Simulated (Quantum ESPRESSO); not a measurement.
## Collinear magnetic orders of NiCl2 with Quantum ESPRESSO

A self-consistent run ends on one state, which hangs on the start. Several orders of NiCl2 are started in Quantum ESPRESSO and their energies compared.

Program: Quantum ESPRESSO 7.5. Level of theory: LDA; plane waves with GBRV 1.5 LDA potentials, no spin-orbit coupling. Results are calculated unless marked as measured.

Most raw output is cut from this account.

The database entry behind the starting cell differs from later determinations by our own check (an axis about 1.8 % long against later determinations), so it need not match the best structure at ambient conditions.

**1. Set-up**

The structure is trigonal, space group R-3m (No. 166). Conventional cell: a = 3.543 Å, b = 3.543 Å, c = 17.335 Å, α = 90.00°, β = 90.00°, γ = 120.00°. Nearest to Ni lie 6 Cl at 2.50 Å. Nearest to Cl lie 3 Ni at 2.50 Å. Farther neighbours and most contacts between anions are not listed.

The cell comes from the Crystallography Open Database.

**2. Start 1: ferro +**

The signs are those of the starting moments on the seeded atoms, the atoms that are given a moment.

pw.in

```
&CONTROL
  calculation = 'scf'
  prefix = 'pwscf'
  outdir = './tmp'
  pseudo_dir = './pseudo'
  disk_io = 'nowf'
/
&SYSTEM
  ibrav = 0
  nat = 3
  ntyp = 2
  ecutwfc = 40
  ecutrho = 280
  nbnd = 25
  occupations = 'smearing'
  smearing = 'fd'
  degauss = 0.00367493
  nspin = 2
  starting_magnetization(1) = 0.1111
  starting_magnetization(2) = 0
/
&ELECTRONS
  conv_thr = 6d-09
  electron_maxstep = 150
  mixing_beta = 0.3
/
ATOMIC_SPECIES
Ni     58.6934 ni_lda_v1.4.uspp.F.UPF
Cl     35.4500 cl_lda_v1.4.uspp.F.UPF
CELL_PARAMETERS angstrom
   1.7715000000    1.0227760019    5.7783333333
  -1.7715000000    1.0227760019    5.7783333333
   0.0000000000   -2.0455520037    5.7783333333
ATOMIC_POSITIONS crystal
Ni      0.0000000000    0.0000000000    0.0000000000
Cl      0.2500000000    0.2500000000    0.2500000000
Cl      0.7500000000    0.7500000000    0.7500000000
K_POINTS automatic
6 6 6 0 0 0
```

On the command line:

```bash
$ OMP_NUM_THREADS=1 mpirun -n 4 pw.x -nk 4 -in pw.in > pw.out
```

The job ended after 46 s (4 MPI ranks of Arm Neoverse V1, shared host; peak memory 0.46 GiB).

Spin moment in the atom's sphere by atom:

| atom | spin moment in the atom's sphere (μB) |
| --- | --- |
| Ni1 | 1.45 |
| Cl2 | 0.23 |
| Cl3 | 0.23 |

Read from the output:

```
smearing term TS       : 1.97e-4 eV
magnetization          : 2 μB
absolute magnetization : 2.058 μB
final state            : ferromagnetic
```

**3. Run 2 (antiferro q=(0,0,1/2) +−)**

The cell is doubled to 6 atoms to hold this order. The wavevector q is in fractions of the reciprocal vectors of the crystal's primitive cell, as the cells of these inputs are built from it; moments change sign between cells as cos(2π q·R).

pw.in

```
&CONTROL
  calculation = 'scf'
  prefix = 'pwscf'
  outdir = './tmp'
  pseudo_dir = './pseudo'
  disk_io = 'nowf'
/
&SYSTEM
  ibrav = 0
  nat = 6
  ntyp = 3
  ecutwfc = 40
  ecutrho = 280
  nbnd = 43
  occupations = 'smearing'
  smearing = 'fd'
  degauss = 0.00367493
  nspin = 2
  starting_magnetization(1) = 0.1111
  starting_magnetization(2) = -0.1111
  starting_magnetization(3) = 0
/
&ELECTRONS
  conv_thr = 1.2d-08
  electron_maxstep = 150
  mixing_beta = 0.3
/
ATOMIC_SPECIES
Ni1    58.6934 ni_lda_v1.4.uspp.F.UPF
Ni2    58.6934 ni_lda_v1.4.uspp.F.UPF
Cl     35.4500 cl_lda_v1.4.uspp.F.UPF
CELL_PARAMETERS angstrom
   1.7715000000    1.0227760019    5.7783333333
  -1.7715000000    1.0227760019    5.7783333333
   0.0000000000   -4.0911040074   11.5566666666
ATOMIC_POSITIONS crystal
Ni1     0.0000000000    0.0000000000    0.0000000000
Ni2     0.0000000000    0.0000000000    0.5000000000
Cl      0.2500000000    0.2500000000    0.1250000000
Cl      0.2500000000    0.2500000000    0.6250000000
Cl      0.7500000000    0.7500000000    0.3750000000
Cl      0.7500000000    0.7500000000    0.8750000000
K_POINTS automatic
6 6 3 0 0 0
```

The job ended after 2.9 min (4 MPI ranks; peak memory 0.73 GiB; 12 min of CPU time).

Spin moment in the atom's sphere by atom:

| atom | spin moment in the atom's sphere (μB) |
| --- | --- |
| Ni1 | 1.44 |
| Ni2 | -1.44 |
| Cl3 | 0.08 |
| Cl4 | -0.08 |
| Cl5 | -0.08 |
| Cl6 | 0.08 |

This step gave:

```yaml
smearing_term_ts: 5.39e-4 eV
magnetization: 0 μB
absolute_magnetization: 3.598 μB
final_state: antiferromagnetic
```

**4. Run 3 (antiferro q=(1/2,1/2,1/2) +−)**

This order needs a doubled cell of 6 atoms.

pw.in

```
&CONTROL
  calculation = 'scf'
  prefix = 'pwscf'
  outdir = './tmp'
  pseudo_dir = './pseudo'
  disk_io = 'nowf'
/
&SYSTEM
  ibrav = 0
  nat = 6
  ntyp = 3
  ecutwfc = 40
  ecutrho = 280
  nbnd = 43
  occupations = 'smearing'
  smearing = 'fd'
  degauss = 0.00367493
  nspin = 2
  starting_magnetization(1) = 0.1111
  starting_magnetization(2) = -0.1111
  starting_magnetization(3) = 0
/
&ELECTRONS
  conv_thr = 1.2d-08
  electron_maxstep = 150
  mixing_beta = 0.3
/
ATOMIC_SPECIES
Ni1    58.6934 ni_lda_v1.4.uspp.F.UPF
Ni2    58.6934 ni_lda_v1.4.uspp.F.UPF
Cl     35.4500 cl_lda_v1.4.uspp.F.UPF
CELL_PARAMETERS angstrom
   3.5430000000    2.0455520038   11.5566666666
   0.0000000000    2.0455520038   11.5566666666
   1.7715000000   -1.0227760018   11.5566666666
ATOMIC_POSITIONS crystal
Ni1     0.0000000000    0.0000000000    0.0000000000
Ni2     0.5000000000    0.0000000000    0.0000000000
Cl      0.8750000000    0.2500000000    0.2500000000
Cl      0.3750000000    0.2500000000    0.2500000000
Cl      0.6250000000    0.7500000000    0.7500000000
Cl      0.1250000000    0.7500000000    0.7500000000
K_POINTS automatic
3 6 6 0 0 0
```

The job ended after 6.8 min (4 MPI ranks; peak memory 1.4 GiB; 27 min of CPU time).

Spin moment in the atom's sphere by atom:

```
atom  spin moment in the atom's sphere (μB)
 Ni1                                   1.44
 Ni2                                  -1.44
 Cl3                                  -0.22
 Cl4                                   0.22
 Cl5                                   0.22
 Cl6                                  -0.22
```

This step gave:

```yaml
smearing_term_ts: 2.45e-4 eV
magnetization: 0 μB
absolute_magnetization: 4.025 μB
final_state: antiferromagnetic
```

**5. Run 4 (no spin polarisation)**

pw.in

```
&CONTROL
  calculation = 'scf'
  prefix = 'pwscf'
  outdir = './tmp'
  pseudo_dir = './pseudo'
  disk_io = 'nowf'
/
&SYSTEM
  ibrav = 0
  nat = 3
  ntyp = 2
  ecutwfc = 40
  ecutrho = 280
  nbnd = 24
  occupations = 'smearing'
  smearing = 'fd'
  degauss = 0.00367493
/
&ELECTRONS
  conv_thr = 6d-09
  electron_maxstep = 150
  mixing_beta = 0.3
/
ATOMIC_SPECIES
Ni     58.6934 ni_lda_v1.4.uspp.F.UPF
Cl     35.4500 cl_lda_v1.4.uspp.F.UPF
CELL_PARAMETERS angstrom
   1.7715000000    1.0227760019    5.7783333333
  -1.7715000000    1.0227760019    5.7783333333
   0.0000000000   -2.0455520037    5.7783333333
ATOMIC_POSITIONS crystal
Ni      0.0000000000    0.0000000000    0.0000000000
Cl      0.2500000000    0.2500000000    0.2500000000
Cl      0.7500000000    0.7500000000    0.7500000000
K_POINTS automatic
6 6 6 0 0 0
```

It took 24 s on 4 MPI ranks; peak memory 0.38 GiB.

This step gave:

| Property | Result |
| --- | --- |
| smearing term TS | 0.07252 eV |
| final state | non-magnetic (no spin polarisation) |

**6. The states side by side**

An order is kept where moments of 0.15 μB or more survive with the typed signs; meshes match where a doubled cell samples the same k points as the first cell.

Orders:

```
                       start        final state  typed order kept  energy over the lowest (meV a seeded atom)  largest site moment (μB)  net moment (μB a cell of the first run)  mesh matched  CPU time (s)
                     ferro +      ferromagnetic               yes                                       10.32                      1.45                                        2           yes         181.8
    antiferro q=(0,0,1/2) +-  antiferromagnetic               yes                                       35.84                     1.437                                        0           yes         694.7
antiferro q=(1/2,1/2,1/2) +-  antiferromagnetic               yes                                           0                     1.436                                        0           yes          1622
        no spin polarisation       non-magnetic                 -                                       461.6                         0                                        0           yes         95.15
```

**7. The lowest state again, with its states saved**

pw.in

```
&CONTROL
  calculation = 'scf'
  prefix = 'pwscf'
  outdir = './tmp'
  pseudo_dir = './pseudo'
  disk_io = 'low'
/
&SYSTEM
  ibrav = 0
  celldm(1) = 8
  nat = 6
  ntyp = 3
  ecutwfc = 40
  ecutrho = 280
  nbnd = 47
  occupations = 'smearing'
  smearing = 'fd'
  degauss = 0.00367493
  nspin = 2
  starting_magnetization(1) = 0.1111
  starting_magnetization(2) = -0.1111
  starting_magnetization(3) = 0
/
&ELECTRONS
  conv_thr = 1.2d-08
  electron_maxstep = 150
  mixing_beta = 0.3
/
ATOMIC_SPECIES
Ni1    58.6934 ni_lda_v1.4.uspp.F.UPF
Ni2    58.6934 ni_lda_v1.4.uspp.F.UPF
Cl     35.4500 cl_lda_v1.4.uspp.F.UPF
CELL_PARAMETERS alat
   0.8369124574436    0.4831916326077    2.7298668641832
   0.0000000000000    0.4831916326077    2.7298668641832
   0.4184562287218   -0.2415958162802    2.7298668641832
ATOMIC_POSITIONS crystal
Ni1     0.0000000000    0.0000000000    0.0000000000
Ni2     0.5000000000    0.0000000000    0.0000000000
Cl      0.8750000000    0.2500000000    0.2500000000
Cl      0.3750000000    0.2500000000    0.2500000000
Cl      0.6250000000    0.7500000000    0.7500000000
Cl      0.1250000000    0.7500000000    0.7500000000
K_POINTS automatic
3 6 6 0 0 0
```

Run time: 7.3 min. Hardware: 4 MPI ranks; peak memory 1.4 GiB; 29 min of CPU time.

This step gave:

| Item | Value |
| --- | --- |
| smearing term TS | 2.45e-4 eV |
| magnetization | 0 μB |
| absolute magnetization | 4.025 μB |
| final state | antiferromagnetic |
| largest moment | 1.436 μB |

**8. Projections on atomic orbitals**

projwfc.x projects the saved states on orthogonalised atomic orbitals of the pseudopotential files.

Elapsed: 2.5 s, on 4 MPI ranks; peak memory 0.65 GiB.

| atom | moment in the sphere (μB) | Löwdin moment (μB) | Löwdin charge (e) |
| --- | --- | --- | --- |
| Ni1 | 1.436 | 1.423 | 17.969 |
| Ni2 | -1.436 | -1.423 | 17.969 |
| Cl3 | -0.223 | -0.278 | 6.958 |
| Cl4 | 0.223 | 0.278 | 6.958 |
| Cl5 | 0.223 | 0.278 | 6.958 |
| Cl6 | -0.223 | -0.278 | 6.958 |

**9. What came out**

```
lowest state found      : antiferromagnetic (from antiferro q=(1/2,1/2,1/2) +-)
largest site moment     : 1.44 μB
next state with moments : ferromagnetic, 10.3 meV a seeded atom higher
state without moments   : 462 meV a seeded atom higher
```

What this shows: Forming the moments gains more than four times the spread of the orders, as local moments do. The largest moment reads 1.44 μB in the sphere and 1.42 μB by Löwdin projection; a site moment hangs on how space is shared out. Only these 4 starts were compared; other wavevectors, canted and longer-period orders were not. No Hubbard term acts here. In such compounds local and semilocal functionals without one often delocalise the d electrons, and can shrink or lose moments and miss the size, sign and order of the couplings.

[Logs and program files are shortened in this print: banners, set-up blocks, solver, clock and traceback lines can be left out without a mark of their own.]

[Logs are printed without paths, hosts, clocks, repeated set-up lines and the standing remarks that a program may print on its own settings, such as how far it seeks lower states.]

[Hosts, paths, dates, database ids (printed as entryN), source tags and the programs' standing remarks are cut or masked in the printed files.]

[Where a cell is said to come from a database of computed structures, the database is the Materials Project.]
